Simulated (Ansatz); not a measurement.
# KCdCuSe2: relaxing a made-up structure

This structure for KCdCuSe2 is made up. Its elements were placed in a known structure type with a cell scaled to their sizes. What cell does the guess relax to, and how far off was it?

Method: DFT, PBE, plane-wave PAW, files of the set soft_1, scalar-relativistic, ferromagnetic start, cell and ions relaxed at zero pressure; PAW set soft_1, in the first sound run; inputs show where later runs differ, in Ansatz 0.2.0.

## (1) Set-up

The structure is tetragonal, space group I-4m2 (No. 119). The conventional cell has a = 4.063 Å, b = 4.063 Å, c = 13.699 Å, α = 90.00°, β = 90.00°, γ = 90.00°. Nearest to Cd lie 4 Se at 2.48 Å. Se has 2 Cd at 2.48 Å and 2 Cu at 2.48 Å and 4 K at 3.50 Å nearest. Cu has 4 Se at 2.48 Å nearest. Nearest to K lie 8 Se at 3.50 Å. Farther neighbours and most contacts between anions are not listed.

## (2) Relaxation of the guess

The guessed cell has no reason to be at equilibrium. It is relaxed with the atoms, within the space group of the guess.

input.yaml

```yaml
crystal:
  lattice:
    - [-2.0315, 2.0315, 6.8495]
    - [2.0315, -2.0315, 6.8495]
    - [2.0315, 2.0315, -6.8495]
  atoms:
    - { symbol: Cd, position: [0.75, 0.25, 0.5] }
    - { symbol: Se, position: [0.3542, 0.3542, 0.0] }
    - { symbol: Se, position: [0.6458, 0.6458, 0.0] }
    - { symbol: Cu, position: [0.25, 0.75, 0.5], spin: 0.6 }
    - { symbol: K, position: [0.0, 0.0, 0.0] }
magnetization:
  spin_polarized: true
kpoints:
  mp_grid: { grid: [9, 9, 9] }
scf:
  occupations: { method: fermi_dirac, width: 0.05 }
hamiltonian:
  xc: pbe
  pseudopotentials: { kind: paw, azcp: { folder: soft_1 } }
relax:
  f_tol: 0.015
  max_steps: 70
  cell: {}
output:
  forces: true
  stress: true
```

Launch:

```sh
ansatz run input.yaml --threads 4 --pin off --max-ram 8192MiB --backend cpu --events-out ev --progress --plain --runs-dir out
```

Numbers of over 12 decimals in the logs are rounded to 6 here.

The program printed:

```text
basis.fft_grid_basis auto: the FFT boxes are laid along the combinations [[1, 0, 1], [0, 1, 1], [0, 0, 1]] of the cell's own vectors, 4.063, 4.063 and 7.428 Å long. The dense box has 30×30×50 points. Along the cell's own vectors, as sized, it would have 50×50×50, 2.78 times as many. Of the 8 symmetry operations that the crystal satisfies within crystal.symmetry.tolerance (time reversal apart; of a slab, those that ke [...]
Engine: ansatz 0.2.0, x86_64-unknown-linux-gnu
Pseudopotentials: kind: paw
Pseudopotential: Cd, paw, valence charge 20, recommended cutoff 420 eV (normal), soft_1/Cd.paw.azcp
Pseudopotential: Se, paw, valence charge 16, recommended cutoff 420 eV (normal), soft_1/Se.paw.azcp
Pseudopotential: Cu, paw, valence charge 19, recommended cutoff 420 eV (normal), soft_1/Cu.paw.azcp
Pseudopotential: K, paw, valence charge 9, recommended cutoff 420 eV (normal), soft_1/K.paw.azcp
Functional definition: PBE
  parameter kappa = 0.804
  parameter beta = 0.066725
  exchange = pbe_x(kappa = kappa, mu = beta*pi^2/3)
  correlation = pbe_c(beta = beta)
Crystal: 5 atoms, lattice volume = 113.071 Å³
Basis set: ecut = 420 eV, 2235 PW (Γ), FFT grids on a1+a3, a2+a3, a3, exchange–correlation on 60×60×100 points (8 copies of the dense FFT grid, shifted against one another)
Bands: 49, of which v1, the nominal top of the filled ones, is band 40 counted from 1 (39 counted from 0)
Symmetry: 8 space group operations
Space group: I-4m2 (ITA 119), of the structure as read, at distance tolerance 4.8e-5 Å
Magnetic group: BNS 119.315 (UNI 975), of the structure as read, at distance tolerance 4.8e-5 Å
k-points: 75 of 729 (time reversal used)
Non-local potential: Cd, projectors of the file, l = 0: 3, l = 1: 2, l = 2: 2, l = 3: 1
Non-local potential: Se, projectors of the file, l = 0: 2, l = 1: 2, l = 2: 3, l = 3: 1
Non-local potential: Cu, projectors of the file, l = 0: 3, l = 1: 2, l = 2: 3, l = 3: 1
Non-local potential: K, projectors of the file, l = 0: 3, l = 1: 2, l = 2: 2
PAW form: soft (Blöchl's): semilocal exchange-correlation on the pseudo side does not see the compensation charge
PAW one-centre angular grid: Cd, 590 points (default); XC on 64 Gauss nodes
PAW one-centre angular grid: Se, 590 points (default); XC on 64 Gauss nodes
PAW one-centre angular grid: Cu, 590 points (default); XC on 64 Gauss nodes
PAW one-centre angular grid: K, 110 points (default); XC on 64 Gauss nodes
Initial density: superposition of atomic densities (chi_scale 0.1, normalization cell, long waves kept (reshape's long-wave potential 0.05 eV rms))
Starting moments: Σ|m| = 0.6 μB on 1 of 5 sites
Initial wavefunctions: pseudopotential atomic-orbital guess
Functional: x = pbe(κ = 0.804, μ = 0.219515), c = pbe(β = 0.066725)
SCF iter   1: F=—  HF=-27359.195207 eV  |F-HF|=—  |Δ(HF+E_count)|=         —  Δρ=3.42e-2 (↑3.14e-2 ↓3.42e-2)  dr2=3.21e0  dr2_m=6.97e-1  M=0.001 μB ∫|m|=0.113 μB  β_m=0.30  ethr=3.10e-3  ⟨swp⟩=7.6  Hψ=28632  notcnv=0  defer=4
preconditioner: auto → Resta (q_TF=auto, 2.575 Å⁻¹)  ε∞=4.9  [insulator: Δε(μ)=0.278 eV  Ē_g=11.400 eV  σ=0.050 eV  W_gap=0.73  n_scr=32 (ndim 8)  ℏωp=22.6 eV  f_vac=0.067  D(μ)=0.02/eV (n_scr^D=0)  ε∞_Penn≈4.9]
spin=Collinear: Resta preconditioning applied to the charge; magnetization (m = ρ↑ − ρ↓) channel mixes plain (no charge-response kernel on spin).
SCF iter   2: F=—  HF=-27358.627955 eV  |F-HF|=—  |Δ(HF+E_count)|=   5.67e-1  Δρ=2.44e-2 (↑2.44e-2 ↓2.26e-2)  dr2=1.59e0  dr2_m=3.72e-1  M=0.000 μB ∫|m|=0.089 μB  β_m=0.30  ethr=3.10e-3  ⟨swp⟩=2.1  Hψ=9411  notcnv=0  defer=500
SCF iter   3: F=—  HF=-27358.093534 eV  |F-HF|=—  |Δ(HF+E_count)|=   5.34e-1  Δρ=1.49e-2 (↑1.49e-2 ↓1.42e-2)  dr2=8.57e-2  dr2_m=2.03e-1  M=0.000 μB ∫|m|=0.066 μB  β_m=0.30  ethr=1.98e-3  ⟨swp⟩=3.9  Hψ=14356  notcnv=0  defer=513
SCF iter   4: F=—  HF=-27358.083837 eV  |F-HF|=—  |Δ(HF+E_count)|=   9.70e-3  Δρ=1.22e-2 (↑1.22e-2 ↓9.21e-3)  dr2=4.46e-2  dr2_m=1.10e-1  M=0.000 μB ∫|m|=0.051 μB  β_m=0.30  ethr=1.07e-4  ⟨swp⟩=3.7  Hψ=13803  notcnv=0  defer=527
SCF iter   5: F=—  HF=-27358.086172 eV  |F-HF|=—  |Δ(HF+E_count)|=   2.34e-3  Δρ=8.47e-3 (↑6.87e-3 ↓8.47e-3)  dr2=6.69e-3  dr2_m=6.01e-2  M=0.000 μB ∫|m|=0.038 μB  β_m=0.30  ethr=5.58e-5  ⟨swp⟩=2.6  Hψ=12891  notcnv=0  defer=524
SCF iter   6: F=—  HF=-27358.086915 eV  |F-HF|=—  |Δ(HF+E_count)|=   7.43e-4  Δρ=6.11e-3 (↑5.19e-3 ↓6.11e-3)  dr2=2.50e-3  dr2_m=3.27e-2  M=0.000 μB ∫|m|=0.029 μB  β_m=0.30  ethr=8.36e-6  ⟨swp⟩=2.2  Hψ=10812  notcnv=0  defer=512
SCF iter   7: F=—  HF=-27358.088635 eV  |F-HF|=—  |Δ(HF+E_count)|=   1.72e-3  Δρ=4.53e-3 (↑3.81e-3 ↓4.53e-3)  dr2=8.55e-4  dr2_m=1.79e-2  M=0.000 μB ∫|m|=0.023 μB  β_m=0.30  ethr=3.13e-6  ⟨swp⟩=2.0  Hψ=11637  notcnv=0  defer=512
Mixer restart at iter 7: flushing history
spin-set hold released at iteration 7 (site moments contracting): the magnetisation degrees of freedom join the quasi-Newton model from the next iteration; the mixer history was flushed
SCF iter   8: F=—  HF=-27358.089477 eV  |F-HF|=—  |Δ(HF+E_count)|=   8.42e-4  Δρ=3.23e-3 (↑2.94e-3 ↓3.23e-3)  dr2=3.30e-4  dr2_m=9.82e-3  M=0.000 μB ∫|m|=0.018 μB  β_m=0.65  ethr=1.07e-6  ⟨swp⟩=1.5  Hψ=7458  notcnv=0  defer=512
SCF iter   9: F=—  HF=-27358.090918 eV  |F-HF|=—  |Δ(HF+E_count)|=   1.44e-3  Δρ=7.05e-4 (↑5.04e-4 ↓7.05e-4)  dr2=1.02e-3  dr2_m=1.13e-5  M=-0.000 μB ∫|m|=0.003 μB  β_m=0.50  ethr=4.13e-7  ⟨swp⟩=2.2  Hψ=12872  notcnv=0  defer=512
SCF iter  10: F=—  HF=-27358.090646 eV  |F-HF|=—  |Δ(HF+E_count)|=   2.71e-4  Δρ=1.84e-4 (↑1.84e-4 ↓1.03e-4)  dr2=4.69e-5  dr2_m=3.14e-6  M=-0.000 μB ∫|m|=0.002 μB  β_m=0.60  ethr=4.13e-7  ⟨swp⟩=2.0  Hψ=13268  notcnv=0  defer=512
SCF iter  11: F=—  HF=-27358.090641 eV  |F-HF|=—  |Δ(HF+E_count)|=   5.49e-6  Δρ=6.31e-5 (↑6.31e-5 ↓3.51e-5)  dr2=6.31e-6  dr2_m=6.21e-7  M=-0.000 μB ∫|m|=0.001 μB  β_m=0.80  ethr=5.86e-8  ⟨swp⟩=2.0  Hψ=8628  notcnv=0  defer=512
SCF iter  12: F=—  HF=-27358.090646 eV  |F-HF|=—  |Δ(HF+E_count)|=   5.46e-6  Δρ=6.90e-6 (↑6.32e-6 ↓6.90e-6)  dr2=2.54e-7  dr2_m=4.10e-9  M=0.000 μB ∫|m|=0.000 μB  β_m=0.72  ethr=7.89e-9  ⟨swp⟩=2.1  Hψ=10546  notcnv=0  defer=512
SCF iter  13: F=—  HF=-27358.090646 eV  |F-HF|=—  |Δ(HF+E_count)|=   1.24e-7  Δρ=7.78e-6 (↑7.39e-6 ↓7.78e-6)  dr2=2.35e-7  dr2_m=2.02e-9  M=0.000 μB ∫|m|=0.000 μB  β_m=0.86  ethr=1.25e-10  ⟨swp⟩=4.0  Hψ=25727  notcnv=0
SCF iter  14: F=—  HF=-27358.090647 eV  |F-HF|=—  |Δ(HF+E_count)|=   1.83e-7  Δρ=2.27e-6 (↑2.27e-6 ↓1.91e-6)  dr2=2.40e-8  dr2_m=3.93e-10  M=-0.000 μB ∫|m|=0.000 μB  β_m=0.74  ethr=1.25e-10  ⟨swp⟩=2.0  Hψ=25561  notcnv=0
[...]
relax step   4: F+E_penalty+E_count = -27358.82773787 eV  Δ(F+E_penalty+E_count) = -2.159e-3 eV  max|allowed force component| = 7.317e-3 eV/Å  Δτ_max = 0.0080 Å  P = +0.005 GPa  Ω = 127.221 Å³  energy of the carried Pulay correction = -3.578e-3 eV  (6 SCF iters, dr2 threshold 5.00e-7 eV, accepted)
[...]
relax step   5: F+E_penalty+E_count = -27358.82775932 eV  Δ(F+E_penalty+E_count) = -2.144e-5 eV  max|allowed force component| = 7.307e-3 eV/Å  Δτ_max = 0.0038 Å  P = +0.010 GPa  Ω = 127.413 Å³  energy of the carried Pulay correction = -3.622e-3 eV  (8 SCF iters, dr2 threshold 7.81e-9 eV, accepted)
Basis set: ecut = 420 eV, 2451 PW (Γ), FFT grids on a1+a3, a2+a3, a3, exchange–correlation on 60×60×108 points (8 copies of the dense FFT grid, shifted against one another)
Initial wavefunctions: pseudopotential atomic-orbital guess (no wavefunctions were taken with the density)
iter 1 solved again at ethr=5.87e-7 eV; its pass at ethr=3.10e-3 eV (dr2=4.69e-4 eV) is discarded
SCF iter   1: F=—  HF=-27358.756551 eV  |F-HF|=—  |Δ(HF+E_count)|=         —  Δρ=9.43e-4 (↑9.43e-4 ↓9.43e-4)  dr2=3.37e-4  dr2_m=1.82e-13  M=-0.000 μB ∫|m|=0.000 μB  β_m=0.30  ethr=5.87e-7  ⟨swp⟩=2.7  Hψ=44270  notcnv=0
preconditioner: auto → Resta (q_TF=auto, 2.525 Å⁻¹)  ε∞=4.6  [insulator: Δε(μ)=0.570 eV  Ē_g=11.268 eV  σ=0.050 eV  W_gap=0.98  n_scr=32 (ndim 8)  ℏωp=21.3 eV  f_vac=0.139  D(μ)=0.00/eV (n_scr^D=0)  ε∞_Penn≈4.6]
spin=Collinear: Resta preconditioning applied to the charge; magnetization (m = ρ↑ − ρ↓) channel mixes plain (no charge-response kernel on spin).
SCF iter   2: F=—  HF=-27358.792394 eV  |F-HF|=—  |Δ(HF+E_count)|=   3.58e-2  Δρ=6.56e-4 (↑6.56e-4 ↓6.56e-4)  dr2=8.43e-5  dr2_m=1.08e-13  M=0.000 μB ∫|m|=0.000 μB  β_m=0.53  ethr=4.21e-7  ⟨swp⟩=2.0  Hψ=10486  notcnv=0
SCF iter   3: F=—  HF=-27358.828264 eV  |F-HF|=—  |Δ(HF+E_count)|=   3.59e-2  Δρ=1.80e-4 (↑1.80e-4 ↓1.80e-4)  dr2=4.02e-5  dr2_m=3.62e-15  M=-0.000 μB ∫|m|=0.000 μB  β_m=0.53  ethr=1.05e-7  ⟨swp⟩=2.0  Hψ=14458  notcnv=0
SCF iter   4: F=—  HF=-27358.829726 eV  |F-HF|=—  |Δ(HF+E_count)|=   1.46e-3  Δρ=9.96e-5 (↑9.96e-5 ↓9.96e-5)  dr2=1.97e-5  dr2_m=2.61e-15  M=-0.000 μB ∫|m|=0.000 μB  β_m=0.47  ethr=5.03e-8  ⟨swp⟩=2.0  Hψ=13354  notcnv=0
SCF iter   5: F=—  HF=-27358.830176 eV  |F-HF|=—  |Δ(HF+E_count)|=   4.50e-4  Δρ=3.54e-5 (↑3.54e-5 ↓3.54e-5)  dr2=3.32e-6  dr2_m=5.77e-16  M=-0.000 μB ∫|m|=0.000 μB  β_m=0.55  ethr=2.46e-8  ⟨swp⟩=2.0  Hψ=8640  notcnv=0
SCF iter   6: F=—  HF=-27358.830246 eV  |F-HF|=—  |Δ(HF+E_count)|=   6.97e-5  Δρ=1.10e-5 (↑1.10e-5 ↓1.10e-5)  dr2=5.80e-7  dr2_m=9.55e-16  M=0.000 μB ∫|m|=0.000 μB  β_m=0.75  ethr=4.15e-9  ⟨swp⟩=2.0  Hψ=8994  notcnv=0
SCF iter   7: F=—  HF=-27358.830252 eV  |F-HF|=—  |Δ(HF+E_count)|=   6.04e-6  Δρ=3.48e-6 (↑3.48e-6 ↓3.48e-6)  dr2=4.09e-8  dr2_m=2.80e-16  M=0.000 μB ∫|m|=0.000 μB  β_m=0.87  ethr=7.25e-10  ⟨swp⟩=2.0  Hψ=10504  notcnv=0
SCF iter   8: F=—  HF=-27358.830252 eV  |F-HF|=—  |Δ(HF+E_count)|=   1.19e-7  Δρ=1.70e-6 (↑1.70e-6 ↓1.70e-6)  dr2=1.53e-8  dr2_m=2.17e-16  M=0.000 μB ∫|m|=0.000 μB  β_m=0.78  ethr=5.11e-11  ⟨swp⟩=2.0  Hψ=12604  notcnv=0
SCF iter   9: F=—  HF=-27358.830252 eV  |F-HF|=—  |Δ(HF+E_count)|=  7.28e-10  Δρ=4.44e-7 (↑4.44e-7 ↓4.44e-7)  dr2=1.57e-9  dr2_m=5.80e-17  M=0.000 μB ∫|m|=0.000 μB  β_m=0.75  ethr=1.91e-11  ⟨swp⟩=2.0  Hψ=12600  notcnv=0
SCF iter  10: F=—  HF=-27358.830249 eV  |F-HF|=—  |Δ(HF+E_count)|=   3.22e-6  Δρ=2.88e-7 (↑2.88e-7 ↓2.88e-7)  dr2=1.88e-10  dr2_m=1.45e-17  M=0.000 μB ∫|m|=0.000 μB  β_m=0.87  ethr=1.96e-12  ⟨swp⟩=2.0  Hψ=10762  notcnv=0
SCF iter  11: F=-27358.830249 eV  HF=-27358.830249 eV  |F-HF|=1.31e-10  |Δ(HF+E_count)|=   2.04e-9  Δρ=5.49e-8 (↑5.49e-8 ↓5.49e-8)  dr2=1.40e-11  dr2_m=1.57e-18  M=0.000 μB ∫|m|=0.000 μB  ethr=1.00e-12  ⟨swp⟩=4.0  Hψ=25925  notcnv=0
the starting moments were not kept: the SCF closed with an absolute magnetisation of 8.8e-10 μB, where they sum to 0.6 μB in size (1 site). That is at most 0.1 of that sum. Measured as dr2_m measures the in/out step, that magnetisation stands 0 eV from none, at or under the dr2_threshold of 5.0e-11 eV: it is no larger than a step whose dr2_m would equal this threshold.
SCF 6 converged in 11 iterations: F = -27358.830249 eV  dr2 = 1.40e-11
relax step   6: F+E_penalty+E_count = -27358.83024912 eV  Δ(F+E_penalty+E_count) = -2.490e-3 eV  max|allowed force component| = 6.512e-3 eV/Å  Δτ_max = 0.0000 Å  P = -0.013 GPa  Ω = 127.413 Å³  stress off target by 1.96e-2 GPa  SCF on the basis re-selected at this cell (its energy is not comparable with the rows above)  (11 SCF iters)
basis re-selected at this cell: Δ(F+E_penalty+E_count) = -2.490e-3 eV, ΔP = -0.023 GPa vs the last step (what re-selecting the basis moved, of the pressure what is left beyond the Pulay correction that the steps carried, after the strain that the cell walked since its last selection, with what the two solves' SCF thresholds leave and, on support functions, any second-order correction that the steps lacked; it is no measure of the basis error at this ecutwfc). The dense FFT grid was sized anew with the basis: this SCF ran on 30×30×54 points, the steps before it on 30×30×50, so part of this shift can come from that change (see relax.cell in the input reference). [rest of the remark cut]
SCF converged after 11 iterations
Magnetization: 0.0000 μB (40.0000 up, 40.0000 down)
Absolute magnetization: 0.0000 μB (∫|ρ↑−ρ↓|, with the PAW one-centre terms)
Spin contamination: 0.0000 ħ² per cell (⟨S²⟩ above its minimum at these occupations)
Per-site moments (μB) at R_I (Å): [(-1.0925733675895554e-11, 1.099481), (8.799444618208947e-11, 1.099481), (8.799463621948206e-11, 1.099481), (1.7591855949778423e-11, 1.099481), (-1.8106487125399463e-11, 1.470110)]
Free energy (F): -27358.830249 eV
Harris-Foulkes:  -27358.830249 eV  (|F-HF|=1.31e-10)
Internal energy: -27358.830195 eV  (E = F + TS)
E sigma→0 (E₀):  -27358.830222 eV
Entropy (-TS):   -0.000054 eV (-0.011 meV/atom)
Fermi energy:    8.088793 eV
--- Per-component energies (eV) ---
  E_band       = -1868.975849
  E_kinetic    = 1175.890031
  E_local      = -18180.337265  (includes V_loc(G=0)·N_el)
  E_nonlocal   = 326.751243
  E_hartree    = 8578.500909
  E_xc         = -529.954756
  E_vxc        = -629.687997  (∫ρ·V_xc dr)
  E_paw        = -10964.540830  (= ΣΔE_a)
  E_vpaw       = -1718.594468  (= ΣTr[D̂ρ^β])
  E_aug_tail   = 0.000563  (compensation charges beyond the density's cutoff)
  E_ewald      = -7765.140090
  E_smearing   = -0.000054  (= −TS)
  E_closure    = 0.000000  (closes the sum)
  Σ components = -27358.830249   (vs F -27358.830249, Δ=0.00e0)
--- Forces (eV/Å), atoms counted from 1 ---
  atom   1  Cd     0.00000000     0.00000000     0.00000000
  atom   2  Se    -0.00000000     0.00000000     0.00651228
  atom   3  Se     0.00000000     0.00000000    -0.00651228
  atom   4  Cu    -0.00000000     0.00000000     0.00000000
  atom   5  K     -0.00000000    -0.00000000    -0.00000000
  max |Σ_I F_I| component: 7.70e-18 eV/Å
--- Stress (GPa, compression-positive) ---
       -0.019572       0.000000       0.000000
        0.000000      -0.019572       0.000000
       -0.000000       0.000000      -0.001345
  P = ⅓ Tr σ = -0.0135 GPa (-0.135 kbar)
--- Relaxed structure (5 steps of the walk, 5 accepted, 1 SCFs on fresh bases) ---
  F+E_penalty+E_count = -27358.83024912 eV   max|allowed force component| = 6.512e-3 eV/Å   (the final SCF, on the basis selected at the relaxed cell)
  cell:  # Å, volume = 127.4132 Å³
    - [-2.108298, 2.108298, 7.166228]
    - [2.108298, -2.108298, 7.166228]
    - [2.108298, 2.108298, -7.166228]
  atoms:
    - { symbol: Cd, position: [0.750000, 0.250000, 0.500000] }
    - { symbol: Se, position: [0.363783, 0.363783, 0] }
    - { symbol: Se, position: [0.636217, 0.636217, 0] }
    - { symbol: Cu, position: [0.250000, 0.750000, 0.500000] }
    - { symbol: K, position: [0, 0, 0] }
```

Elapsed: 81 s, on 4 threads of Intel Xeon Platinum 8488C (Sapphire Rapids), shared host; peak memory 0.97 GiB; 5.3 min of CPU time.

Step by step:

```
step  energy less that of the first step (eV)  largest force component (eV/Å)  pressure (GPa)  volume (Å³)
   1                                   0.0000                          2.5111           11.20       113.07
   2                                  -0.7154                          0.1713            1.42       122.69
   3                                  -0.7349                          0.0272            0.37       125.78
   4                                  -0.7371                          0.0073            0.01       127.22
   5                                  -0.7371                          0.0073            0.01       127.41
  6*                                  -0.7396                          0.0065           -0.01       127.41
```

Relaxation steps marked * repeat the geometry before them on a plane-wave basis chosen anew for their cell, so energy and pressure can jump there.

The run keeps the 8 symmetry operations that it works with, so distortions that break them were not tested.

```
conventional cell, symmetrised  before   after   change
                         a (Å)   4.063   4.217   +3.8 %
                         b (Å)   4.063   4.217   +3.8 %
                         c (Å)  13.699  14.332   +4.6 %
              volume (Å³/atom)   22.61   25.48  +12.7 %
```

The atoms that moved most (Å, as changes of fractional coordinates times the final cell):

```
atom     dx     dy      dz  length
 Se2  0.000  0.000   0.137   0.137
 Se3  0.000  0.000  -0.137   0.137
```

Final coordinates:

```cif
data_structure
_symmetry_space_group_name_H-M 'P 1'
_symmetry_Int_Tables_number 1
_cell_length_a 7.7617
_cell_length_b 7.7617
_cell_length_c 7.7617
_cell_angle_alpha 148.478
_cell_angle_beta 148.478
_cell_angle_gamma 45.181
_cell_volume 127.41
loop_
_atom_site_label
_atom_site_type_symbol
_atom_site_fract_x
_atom_site_fract_y
_atom_site_fract_z
_atom_site_occupancy
Cd1 Cd 0.75000 0.25000 0.50000 1
Se2 Se 0.36378 0.36378 0.00000 1
Se3 Se 0.63622 0.63622 0.00000 1
Cu4 Cu 0.25000 0.75000 0.50000 1
K5 K 0.00000 0.00000 0.00000 1
```

This step gave:

* free energy: -27358.8302 eV
* Fermi energy: 8.089 eV
* gap by band count: 0.5493 eV
* electrons: 80
* symmetry operations: 8
* pressure: -0.01350 GPa

Shortest distances by pair of elements, guess and relaxed (not always the same contact):

```
 pair  guess (Å)  relaxed (Å)
Cu–Se      2.483        2.665
Cd–Se      2.483        2.665
Cd–Cu      2.873        2.982
 K–Se      3.499        3.564
Se–Se      3.995        3.905
```

The relaxation ends with a largest force component of 0.0065 eV/Å and a pressure of -0.01 GPa. The starting moments have collapsed: the run ends non-magnetic.

(Continued in part 2 of 2.)

[Logs are printed without paths, hosts, clocks, repeated set-up lines and the standing remarks that a program may print on its own settings, such as how far it seeks lower states.]

[Hosts, paths, dates, database ids (printed as entryN), source tags and the programs' standing remarks are cut or masked in the printed files.]
